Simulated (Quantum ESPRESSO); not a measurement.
# Work function of fcc Ca face by face (PBEsol, Quantum ESPRESSO)

Does the work function of Ca follow how densely a face is packed?

All values are computed: Quantum ESPRESSO 7.5, PBEsol, plane waves, scalar-relativistic unless marked; slabs or sheets with vacuum, the vacuum level from the planar mean of the electrostatic potential.

| face | atoms in the slab | top-layer atoms per Å² | work function (eV) |
| --- | --- | --- | --- |
| (100) | 6 | 0.064 | 2.79 |
| (111) | 6 | 0.074 | 2.87 |

The densest face listed is +0.08 eV against the most open one. That fits Smoluchowski's order, though a step this small is near the scatter of thin slabs: on an open face electrons flow from the ridges into the troughs, which leaves a dipole with its positive end outwards and lowers the barrier.

The slabs are 1×1 cuts on the parent's lattice, 13.3 to 15.4 Å between the outer relaxed layers. Two faces can't establish a trend.
